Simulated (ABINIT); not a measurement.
# PbF2 (Fluorocronite): a self-consistent loop beyond G0W0, cycle by cycle, part 4 of 4

Aim: iterate the self-energy on PbF2 (Fluorocronite) and follow the gap from cycle to cycle.

ABINIT 10.8.3; LDA and many-body steps on it, plane waves. Known limits of the many-body steps: not at the basis limit; no spin-orbit coupling; coarse k mesh.

So far. Step 20 (QSGW, cycle 6): Against the cycle before, the gap moves by −0.051 eV.

The database entry behind the starting cell differs from later determinations by our own check (0.1 to 0.3 % short, probably kX units), so it need not match the best structure at ambient conditions.

## 23. QSGW, cycle 7

This step: QSGW on LDA, plane waves, norm-conserving pseudopotentials.

Contents of run.abi:

```
acell 3*1.0 Angstrom
rprim 
  -0.000000000000 2.963660000000 2.963660000000
  2.963660000000 0.000000000000 2.963660000000
  2.963660000000 2.963660000000 -0.000000000000
ntypat 2
znucl 82 9
natom 3
typat 1 2 2
xred 
  0.000000000000 0.000000000000 0.000000000000
  0.250000000000 0.250000000000 0.250000000000
  0.750000000000 0.750000000000 0.750000000000
pp_dirpath "pseudos"
pseudos "Pb.upf, F.upf"
ecut 36
ngkpt 4 4 4
nshiftk 1
shiftk 0 0 0
kptopt 1
chksymbreak 0
istwfk *1
occopt 1
irdwfk 1
optdriver 4
nband 57
gwcalctyp 28
ecutsigx 36
symsigma 0
nkptgw 8
kptgw 
  0.0000000000 0.0000000000 0.0000000000
  0.2500000000 0.0000000000 0.0000000000
  0.5000000000 0.0000000000 0.0000000000
  0.2500000000 0.2500000000 0.0000000000
  0.5000000000 0.2500000000 0.0000000000
  -0.2500000000 0.2500000000 0.0000000000
  0.5000000000 0.5000000000 0.0000000000
  -0.2500000000 0.5000000000 0.2500000000
bdgw 
  12 27
  12 27
  12 27
  12 27
  12 27
  12 27
  12 27
  12 27
ecuteps 4
irdscr 1
ppmodel 1
irdqps 1
rhoqpmix 0.3
indata_prefix "in"
outdata_prefix "out"
tmpdata_prefix "tmp"
```

Launch:

```bash
> OMP_NUM_THREADS=1 mpirun -n 4 abinit run.abi > log
```

Numbers of over 12 decimals in the logs are rounded to 6 here.

The program printed:

```text
.Version 10.8.3 of ABINIT. v10.8.2 released Aug 2026.

 Symmetries : space group Fm -3 m (#225); Bravais cF (face-center cubic)
[... echo of the input left out ...]
== DATASET  1 ==================================================================
-   mpi_nproc: 4, omp_nthreads: 1 (-1 if OMP is not activated)

--- !DatasetInfo
iteration_state: {dtset: 1, }
dimensions: {natom: 3, nkpt: 8, mband: 57, nsppol: 1, nspinor: 1, nspden: 1, mpw: 3695, }
cutoff_energies: {ecut:  36.0, pawecutdg:  -1.0, }
[...]
.  kptgw no:  3; Maximum DeltaE = (  -0.012  -0.001) for band index:  4
[...]
.  kptgw no:  7; Maximum DeltaE = (   0.016   0.000) for band index: 16
.  kptgw no:  8; Maximum DeltaE = (   0.017   0.000) for band index:  1

== END DATASET(S) ==============================================================
================================================================================

 -outvars: echo values of variables after computation  --------
           etotal      0.0000000000E+00
            nband          57
             nkpt           8
          spgroup         225
 [... the other variables as echoed above ...]

 Calculation completed.
```

The job ended after 2.1 min (4 MPI ranks of Arm Neoverse V1, shared host; peak memory 1.5 GiB; 8.6 min of CPU time).

This step gave:

- quasiparticle gap on the mesh: 7.625 eV
- gap of the density functional on the mesh: 4.278 eV
- k of the valence top: -0.25, 0.5, 0.25
- k of the conduction bottom: 0.5, 0.5, 0
- least direct quasiparticle gap on the computed points: 7.805 eV

Against the cycle before, the gap moves by −0.024 eV.

## 24. Screening, 4×4×4 mesh, 57 bands, screening to 108.8 eV

This step: RPA screening on LDA, plane waves, norm-conserving pseudopotentials.

Contents of run.abi:

```
acell 3*1.0 Angstrom
rprim 
  -0.000000000000 2.963660000000 2.963660000000
  2.963660000000 0.000000000000 2.963660000000
  2.963660000000 2.963660000000 -0.000000000000
ntypat 2
znucl 82 9
natom 3
typat 1 2 2
xred 
  0.000000000000 0.000000000000 0.000000000000
  0.250000000000 0.250000000000 0.250000000000
  0.750000000000 0.750000000000 0.750000000000
pp_dirpath "pseudos"
pseudos "Pb.upf, F.upf"
ecut 36
ngkpt 4 4 4
nshiftk 1
shiftk 0 0 0
kptopt 1
chksymbreak 0
istwfk *1
occopt 1
irdwfk 1
optdriver 3
nband 57
ecuteps 4
inclvkb 2
awtr 1
symchi 1
gwcalctyp 28
mbpt_sciss 3.540 eV
nqptdm 1
qptdm 
  0 0 0
indata_prefix "in"
outdata_prefix "out"
tmpdata_prefix "tmp"
```

The program printed:

```text
.Version 10.8.3 of ABINIT. v10.8.2 released Aug 2026.

 Symmetries : space group Fm -3 m (#225); Bravais cF (face-center cubic)
[... echo of the input left out ...]
== DATASET  1 ==================================================================
-   mpi_nproc: 4, omp_nthreads: 1 (-1 if OMP is not activated)

--- !DatasetInfo
iteration_state: {dtset: 1, }
dimensions: {natom: 3, nkpt: 8, mband: 57, nsppol: 1, nspinor: 1, nspden: 1, mpw: 3695, }
cutoff_energies: {ecut:  36.0, pawecutdg:  -1.0, }
[...]
[... chi0 elements left out ...]
 For q-point:  0.000010 0.000020 0.000030
  dielectric constant =   2.6515
  dielectric constant without local fields =   2.9909

  Average fulfillment of the sum rule on Im[epsilon] for q-point    1 :     43.10  [%]
[... wings left out ...]
== END DATASET(S) ==============================================================
================================================================================

 -outvars: echo values of variables after computation  --------
           etotal      0.0000000000E+00
            nband          57
             nkpt           8
          spgroup         225
 [... the other variables as echoed above ...]

 Calculation completed.
```

Elapsed: 5.2 s, on 4 MPI ranks; peak memory 0.56 GiB; 21 s of CPU time.

This step gave:

- ε∞ with local fields, on this mesh, along the program's q direction: 2.651
- the same without local fields: 2.991
- plasma frequency: 30.88 eV
- plane waves in the screening matrix: 137

This screening uses the functional's bands under a rigid shift, the mean opening of the cycle before.

## 25. Screening, 4×4×4 mesh, 57 bands, screening to 108.8 eV

This step: RPA screening on LDA from quasiparticle energies and orbitals, plane waves, norm-conserving pseudopotentials.

run.abi: that of step 24 with these lines changed.

```diff
@@ -30,7 +30,13 @@
 symchi 1
+irdqps 1
 gwcalctyp 28
-mbpt_sciss 3.540 eV
-nqptdm 1
+nqptdm 7
 qptdm 
-  0 0 0
+  0.2500000000 0.0000000000 0.0000000000
+  0.5000000000 0.0000000000 0.0000000000
+  0.2500000000 0.2500000000 0.0000000000
+  0.5000000000 0.2500000000 0.0000000000
+  -0.2500000000 0.2500000000 0.0000000000
+  0.5000000000 0.5000000000 0.0000000000
+  -0.2500000000 0.5000000000 0.2500000000
 indata_prefix "in"
```

Contents of mrgscr.stdin:

```
2
merged
q0_SCR
out_SCR
1
```

Launch:

```bash
> OMP_NUM_THREADS=1 mpirun -n 4 abinit run.abi > log; mrgscr < mrgscr.stdin
```

The program printed:

```text
.Version 10.8.3 of ABINIT. v10.8.2 released Aug 2026.

 Symmetries : space group Fm -3 m (#225); Bravais cF (face-center cubic)
[... echo of the input left out ...]
== DATASET  1 ==================================================================
-   mpi_nproc: 4, omp_nthreads: 1 (-1 if OMP is not activated)

--- !DatasetInfo
iteration_state: {dtset: 1, }
dimensions: {natom: 3, nkpt: 8, mband: 57, nsppol: 1, nspinor: 1, nspden: 1, mpw: 3695, }
cutoff_energies: {ecut:  36.0, pawecutdg:  -1.0, }
[...]
q-point number  1        q = ( 0.250000, 0.000000, 0.000000) [r.l.u.]
--------------------------------------------------------------------------------
[... chi0 elements left out ...]
  Average fulfillment of the sum rule on Im[epsilon] for q-point    2 :     63.18  [%]

--------------------------------------------------------------------------------
  q-point number  2        q = ( 0.500000, 0.000000, 0.000000) [r.l.u.]
--------------------------------------------------------------------------------
[... chi0 elements left out ...]
  Average fulfillment of the sum rule on Im[epsilon] for q-point    3 :     53.73  [%]

 [... 5 further q-points ...]
```

Run time: 15 s. Hardware: 4 MPI ranks; peak memory 0.73 GiB; 60 s of CPU time.

This step gave:

```yaml
plasma_frequency: 30.88 eV
plane_waves_in_the_screening_matrix: 137
```

This screening reads the quasiparticle levels of the cycle before.

## 26. QSGW, cycle 8

This step: QSGW on LDA, plane waves, norm-conserving pseudopotentials.

run.abi: that of step 25 with these lines changed.

```diff
@@ -24,12 +24,10 @@
 irdwfk 1
-optdriver 3
+optdriver 4
 nband 57
-ecuteps 4
-inclvkb 2
-awtr 1
-symchi 1
-irdqps 1
 gwcalctyp 28
-nqptdm 7
-qptdm 
+ecutsigx 36
+symsigma 0
+nkptgw 8
+kptgw 
+  0.0000000000 0.0000000000 0.0000000000
   0.2500000000 0.0000000000 0.0000000000
@@ -41,2 +39,16 @@
   -0.2500000000 0.5000000000 0.2500000000
+bdgw 
+  12 27
+  12 27
+  12 27
+  12 27
+  12 27
+  12 27
+  12 27
+  12 27
+ecuteps 4
+irdscr 1
+ppmodel 1
+irdqps 1
+rhoqpmix 0.3
 indata_prefix "in"
```

Launch:

```bash
> OMP_NUM_THREADS=1 mpirun -n 4 abinit run.abi > log
```

The program printed:

```text
.Version 10.8.3 of ABINIT. v10.8.2 released Aug 2026.

 Symmetries : space group Fm -3 m (#225); Bravais cF (face-center cubic)
[... echo of the input left out ...]
== DATASET  1 ==================================================================
-   mpi_nproc: 4, omp_nthreads: 1 (-1 if OMP is not activated)

--- !DatasetInfo
iteration_state: {dtset: 1, }
dimensions: {natom: 3, nkpt: 8, mband: 57, nsppol: 1, nspinor: 1, nspden: 1, mpw: 3695, }
cutoff_energies: {ecut:  36.0, pawecutdg:  -1.0, }
[...]
.  kptgw no:  3; Maximum DeltaE = (  -0.007  -0.002) for band index:  4
[...]
.  kptgw no:  7; Maximum DeltaE = (  -0.001   0.000) for band index: 16
.  kptgw no:  8; Maximum DeltaE = (  -0.004   0.000) for band index: 14

== END DATASET(S) ==============================================================
================================================================================

 -outvars: echo values of variables after computation  --------
           etotal      0.0000000000E+00
            nband          57
             nkpt           8
          spgroup         225
 [... the other variables as echoed above ...]

 Calculation completed.
```

It took 2.1 min on 4 MPI ranks; peak memory 1.5 GiB; 8.5 min of CPU time.

This step gave:

```
quasiparticle gap on the mesh                         : 7.621 eV
gap of the density functional on the mesh             : 4.278 eV
k of the valence top                                  : -0.25, 0.5, 0.25
k of the conduction bottom                            : 0.5, 0.5, 0
least direct quasiparticle gap on the computed points : 7.800 eV
```

Against the cycle before, the gap moves by −0.004 eV.

## 27. The runs together

Times are wall times on 4 MPI ranks of Arm Neoverse V1, shared host, good to a factor of about two. A run's time includes the screening step that it read.

```tsv
run	mesh	bands	screening cutoff (eV)	DFT gap (eV)	gap on the mesh (eV)	direct (eV)	ε∞ used	time
G0W0	4×4×4	57	108.8	4.278	6.561	6.741	3.27	25 s
QSGW, cycle 1	4×4×4	57	108.8	4.278	6.975	7.158	3.27	2.4 min
QSGW, cycle 2	4×4×4	57	108.8	4.278	7.575	7.745	2.73	2.5 min
QSGW, cycle 3	4×4×4	57	108.8	4.278	7.762	7.929	2.66	2.5 min
QSGW, cycle 4	4×4×4	57	108.8	4.278	7.757	7.929	2.63	2.5 min
QSGW, cycle 5	4×4×4	57	108.8	4.278	7.700	7.875	2.64	2.5 min
QSGW, cycle 6	4×4×4	57	108.8	4.278	7.649	7.828	2.64	2.5 min
QSGW, cycle 7	4×4×4	57	108.8	4.278	7.625	7.805	2.65	2.5 min
QSGW, cycle 8	4×4×4	57	108.8	4.278	7.621	7.800	2.65	2.5 min
```

## 28. Summary of results

| Property | Result |
| --- | --- |
| G0W0 | 6.561 eV |
| QSGW, cycle 1 | 6.975 eV |
| QSGW, cycle 2 | 7.575 eV |
| QSGW, cycle 3 | 7.762 eV |
| QSGW, cycle 4 | 7.757 eV |
| QSGW, cycle 5 | 7.700 eV |
| QSGW, cycle 6 | 7.649 eV |
| QSGW, cycle 7 | 7.625 eV |
| QSGW, cycle 8 | 7.621 eV |
| known limits | not at the basis limit; no spin-orbit coupling; coarse k mesh |

Only the bands that the input lists are updated; the others, empty or deep, keep the functional's energies or take a rigid shift. QSGW ends at 7.62 eV, +1.06 eV from G0W0, after 8 cycles that took 20 min beside the first screening; the last moved the gap by 0.004 eV. Bands and cutoff are finite, so the gap is not at the basis limit. The miss can reach some tenths of an eV and take either sign; the mesh is an error of its own. The 4×4×4 mesh is coarse for this cell, which bears on the long-range parts of exchange and screening. Where an edge is built on 6p states of lead, bismuth or thallium, scalar-relativistic gaps usually stand too wide, by a few tenths to over one eV. In the updated screening the q = 0 part is built from Kohn-Sham bands under a rigid shift, the other q from the quasiparticle levels. The many-body steps are scalar-relativistic: spin-orbit coupling is not in them.

[Paths, hosts, dates, memory and timing lines, banners, echoed tables and standing remarks are left out of the program output.]

[Logs are printed without paths, hosts, clocks, repeated set-up lines and the standing remarks that a program may print on its own settings, such as how far it seeks lower states.]

[Runs of the session that timed out or met a known fault of the program may be left out.]

[Hosts, paths, dates, database ids (printed as entryN), source tags and the programs' standing remarks are cut or masked in the printed files.]

[G0W0 gaps are taken among the corrected bands and points alone; a level outside them can change the order at an edge.]

[Where Ansatz stands beside ABINIT at settings called matched, ABINIT's density can come from a denser mesh and the files from another edition; pairs whose starting gaps differed by over 0.03 eV were left out, so agreement reads better than it is.]
